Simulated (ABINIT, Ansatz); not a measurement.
# Quasiparticle gap of Cs2H6Pt (Fm-3m) in ABINIT, part 3 of 3

How does a plane-wave GW calculation on Cs2H6Pt (Fm-3m) run from the first input to the gap?

ABINIT 10.8.3; LDA and many-body steps on it, plane waves. Known limits of the many-body steps: not at the basis limit; no spin polarisation; d states lean on the start; no spin-orbit coupling; coarse k mesh.

So far. Step 4 (Empty states on the mesh, 2×2×2 mesh, 119 bands): On this mesh the gap is 3.620 eV. Step 5 (Screening, 2×2×2 mesh, 109 bands, screening to 98 eV): Local fields lower ε∞ by 23 %. On a Γ-centred mesh this coarse the value itself is usually too large, while a short band sum pulls it down.

### 6. Self-energy, 2×2×2 mesh, 109 bands, screening to 98 eV

The self-energy is evaluated for the states that the input lists, and the levels follow from it, in one-shot runs by the linearised quasiparticle equation.

This step: G0W0 on LDA, plane waves, norm-conserving pseudopotentials.

run.abi

```
acell 3*1.0 Angstrom
rprim 
  0.000000000000 4.486174700000 4.486174700000
  4.486174700000 0.000000000000 4.486174700000
  4.486174700000 4.486174700000 0.000000000000
ntypat 3
znucl 55 1 78
natom 9
typat 1 1 2 2 2 2 2 2 3
xred 
  0.750000000000 0.750000000000 0.750000000000
  0.250000000000 0.250000000000 0.250000000000
  0.816861770000 0.816861770000 0.183138230000
  0.183138230000 0.816861770000 0.183138230000
  0.816861770000 0.183138230000 0.183138230000
  0.183138230000 0.183138230000 0.816861770000
  0.816861770000 0.183138230000 0.816861770000
  0.183138230000 0.816861770000 0.816861770000
  0.000000000000 0.000000000000 0.000000000000
pp_dirpath "pseudos"
pseudos "Cs.upf, H.upf, Pt.upf"
ecut 34
ngkpt 2 2 2
nshiftk 1
shiftk 0 0 0
kptopt 1
chksymbreak 0
istwfk *1
occopt 1
irdwfk 1
optdriver 4
nband 109
gwcalctyp 0
ecutsigx 34
symsigma 1
nkptgw 2
kptgw 
  0.5000000000 0.5000000000 0.0000000000
  0.0000000000 0.0000000000 0.0000000000
bdgw 
  20 23
  19 24
ecuteps 3.6
irdscr 1
ppmodel 1
indata_prefix "in"
outdata_prefix "out"
tmpdata_prefix "tmp"
```

The run is started by

```console
OMP_NUM_THREADS=1 mpirun -n 4 abinit run.abi > log
```

Numbers of over 12 decimals in the logs are rounded to 6 here.

Log:

```text
.Version 10.8.3 of ABINIT. v10.8.2 released Aug 2026.

 Symmetries : space group Fm -3 m (#225); Bravais cF (face-center cubic)
[... echo of the input left out ...]
== DATASET  1 ==================================================================
-   mpi_nproc: 4, omp_nthreads: 1 (-1 if OMP is not activated)

--- !DatasetInfo
iteration_state: {dtset: 1, }
dimensions: {natom: 9, nkpt: 3, mband: 109, nsppol: 1, nspinor: 1, nspden: 1, mpw: 11618, }
cutoff_energies: {ecut:  34.0, pawecutdg:  -1.0, }
electrons: {nelect:   4.20000000E+01, charge:   0.00000000E+00, occopt:   1.00000000E+00, tsmear:   1.00000000E-02, }

 SIGMA: Calculation of the GW corrections

 Based on a program developped by R.W. Godby, V. Olevano, G. Onida, and L. Reining.
 Incorporated in ABINIT by V. Olevano, G.-M. Rignanese, and M. Torrent.
.Using double precision arithmetic ; gwpc =  8

[... cell and pseudopotentials left out ...]
--------------------------------------------------------------------------------

 ==== K-mesh for the wavefunctions ====
 Number of points in the irreducible wedge :     3
[... list of points left out ...]
 Together with 48 symmetry operations and time-reversal symmetry
 yields     8 points in the full Brillouin Zone.

 ==== Q-mesh for screening function ====
 Number of points in the irreducible wedge :     3
[... list of points left out ...]
 Together with 48 symmetry operations and time-reversal symmetry
 yields     8 points in the full Brillouin Zone.

 vcoul_init : cutoff-mode = AUXILIARY_FUNCTION
 q-points for optical limit:   1
     1)      0.000010    0.000020    0.000030
 setmesh: FFT mesh size selected  =    64x   64x   64
          total number of points  =       262144

 Number of electrons calculated from density =   42.0000; Expected =   42.0000
 average of density, n =  0.034466
 r_s =    1.9062
 omega_plasma =   17.9082 [eV]

 === KS Band Gaps ===
  >>>> For spin  1
   Minimum direct gap =   3.6197 [eV], located at k-point      :   0.5000  0.5000  0.0000
   Fundamental gap    =   3.6197 [eV], Top of valence bands at :   0.5000  0.5000  0.0000
                                       Bottom of conduction at :   0.5000  0.5000  0.0000
 SIGMA fundamental parameters:
 PLASMON POLE MODEL  1
 number of plane-waves for SigmaX                11575
 number of plane-waves for SigmaC and W            411
 number of plane-waves for wavefunctions         11575
 number of bands                                   109
 number of independent spin polarizations            1
 number of spinorial components                      1
 number of k-points in IBZ                           3
 number of q-points in IBZ                           3
 number of symmetry operations                      48
 number of k-points in BZ                            8
 number of q-points in BZ                            8
 number of frequencies for dSigma/dE                 9
 frequency step for dSigma/dE [eV]                0.25
 number of omega for Sigma on real axis              0
 max omega for Sigma on real axis  [eV]           0.00
 zcut for avoiding poles [eV]                     0.10

 EPSILON^-1 parameters (SCR file):
 dimension of the eps^-1 matrix on file            411
 dimension of the eps^-1 matrix used               411
 number of plane-waves for wavefunctions         11575
 number of bands                                   109
 number of q-points in IBZ                           3
 number of frequencies                               2
 number of real frequencies                          1
 number of imag frequencies                          1

 matrix elements of self-energy operator (all in [eV])

 Perturbative Calculation

--- !SelfEnergy_ee
iteration_state: {dtset: 1, }
kpoint     : [   0.500,    0.500,    0.000, ]
spin       : 1
KS_gap     :    3.620
QP_gap     :    5.679
Delta_QP_KS:    2.059
data: !SigmaeeData |
     Band     E0 <VxcDFT>   SigX SigC(E0)      Z dSigC/dE  Sig(E)    E-E0       E
       20   0.336 -11.632 -14.548   1.988   0.816  -0.225 -12.389  -0.758  -0.421
       21   0.336 -11.632 -14.548   1.988   0.816  -0.225 -12.389  -0.758  -0.421
       22   3.956  -8.855  -5.241  -2.095   0.857  -0.167  -7.554   1.301   5.257
       23   5.729  -8.392  -4.051  -2.571   0.858  -0.165  -6.873   1.519   7.248

--- !SelfEnergy_ee
iteration_state: {dtset: 1, }
kpoint     : [   0.000,    0.000,    0.000, ]
spin       : 1
KS_gap     :    4.672
QP_gap     :    6.661
Delta_QP_KS:    1.990
data: !SigmaeeData |
     Band     E0 <VxcDFT>   SigX SigC(E0)      Z dSigC/dE  Sig(E)    E-E0       E
       19  -0.196 -10.896 -13.856   1.981   0.814  -0.229 -11.693  -0.797  -0.993
       20  -0.196 -10.896 -13.856   1.981   0.814  -0.229 -11.693  -0.797  -0.993
       21  -0.196 -10.896 -13.856   1.981   0.814  -0.229 -11.693  -0.797  -0.993
       22   4.475  -6.657  -2.750  -2.529   0.866  -0.154  -5.463   1.193   5.669
       23   4.998 -10.532  -6.242  -2.285   0.850  -0.177  -8.829   1.704   6.701
       24   4.998 -10.532  -6.242  -2.285   0.850  -0.177  -8.829   1.704   6.701

== END DATASET(S) ==============================================================
================================================================================

 -outvars: echo values of variables after computation  --------
           etotal      0.0000000000E+00
            nband         109
             nkpt           3
          spgroup         225
 [... the other variables as echoed above ...]

 Calculation completed.
```

It took 17 s on 4 MPI ranks of Intel Xeon Platinum 8488C (Sapphire Rapids), shared host; peak memory 1.5 GiB.

This step gave:

- G0W0 gap on the points computed: 5.678 eV
- starting gap on the mesh: 3.620 eV
- k of the valence top: 0.5, 0.5, 0
- k of the conduction bottom: 0.5, 0.5, 0
- Z at the valence top: 0.816
- Z at the conduction bottom: 0.857
- least direct G0W0 gap on the computed points: 5.678 eV

The gap on the mesh goes from 3.62 eV to 5.68 eV, a correction of +2.06 eV.

Limits: finite bands, cutoff and mesh; no spin polarisation; d states lean on the start; no spin-orbit coupling; coarse k mesh. v1 is the top filled band, c1 the lowest empty one. Levels before and after the correction, in eV, zero at the valence-band top of each column:

```
           conduction bottom  valence top
Kohn-Sham               3.62         0.00
     G0W0               5.68         0.00
```

```
                       level  energy (eV)
Kohn-Sham  (0.5 0.5 0) v2-v1        0.000
Kohn-Sham     (0.5 0.5 0) c1        3.620
Kohn-Sham     (0.5 0.5 0) c2        5.393
     G0W0  (0.5 0.5 0) v2-v1        0.000
     G0W0     (0.5 0.5 0) c1        5.678
     G0W0     (0.5 0.5 0) c2        7.669
```

### 7. Where the time went

Times are wall times on 4 MPI ranks of Intel Xeon Platinum 8488C (Sapphire Rapids), shared host, good to a factor of about two.

```csv
step,time,share,memory (GiB)
ground state,50 s,19 %,0.56
bands along the symmetry lines,79 s,29 %,0.52
empty states on the mesh,85 s,31 %,0.49
screening,40 s,15 %,2.1
self-energy,17 s,6 %,1.5
```

### 8. Results

```json
{"LDA gap": "3.62 eV, direct", "G0W0 gap on the mesh": "5.68 eV", "GW settings": "2×2×2 mesh, 109 bands, screening to 98 eV, Godby-Needs plasmon pole", "known limits": "not at the basis limit; no spin polarisation; d states lean on the start; no spin-orbit coupling; coarse k mesh"}
```

G0W0 moves the gap on the mesh from 3.62 eV to 5.68 eV (+2.06 eV), with Z of 0.82 and 0.86 at the edges. Local fields lower the RPA ε∞ on this mesh from 3.58 to 2.77; a Γ-centred mesh this coarse tends to raise both, most where the direct gap is narrow, while a short band sum lowers them. Only 2 of the mesh's irreducible points were corrected, so a valley elsewhere could overtake. Bands and cutoff are finite, so the gap is not at the basis limit. The miss can reach some tenths of an eV and take either sign; the mesh is an error of its own. In the G0W0 run levels were corrected at 2 k points alone, so a gap called «on the mesh» is the least over those, and an edge elsewhere would be missed. The 2×2×2 mesh is coarse for this cell, which bears on the long-range parts of exchange and screening. The runs have no spin polarisation. For a closed low-spin shell that is the natural state; where a d or f shell is open it is a constraint, and the gap is then not the crystal's own. With d states at the gap, one-shot GW leans hard on its start. The many-body steps are scalar-relativistic: spin-orbit coupling is not in them.

[Paths, hosts, dates, memory and timing lines, banners, echoed tables and standing remarks are left out of the program output.]

[Logs are printed without paths, hosts, clocks, repeated set-up lines and the standing remarks that a program may print on its own settings, such as how far it seeks lower states.]

[Runs of the session that timed out or met a known fault of the program may be left out.]

[Hosts, paths, dates, database ids (printed as entryN), source tags and the programs' standing remarks are cut or masked in the printed files.]

[G0W0 gaps are taken among the corrected bands and points alone; a level outside them can change the order at an edge.]

[Where Ansatz stands beside ABINIT at settings called matched, ABINIT's density can come from a denser mesh and the files from another edition; pairs whose starting gaps differed by over 0.03 eV were left out, so agreement reads better than it is.]
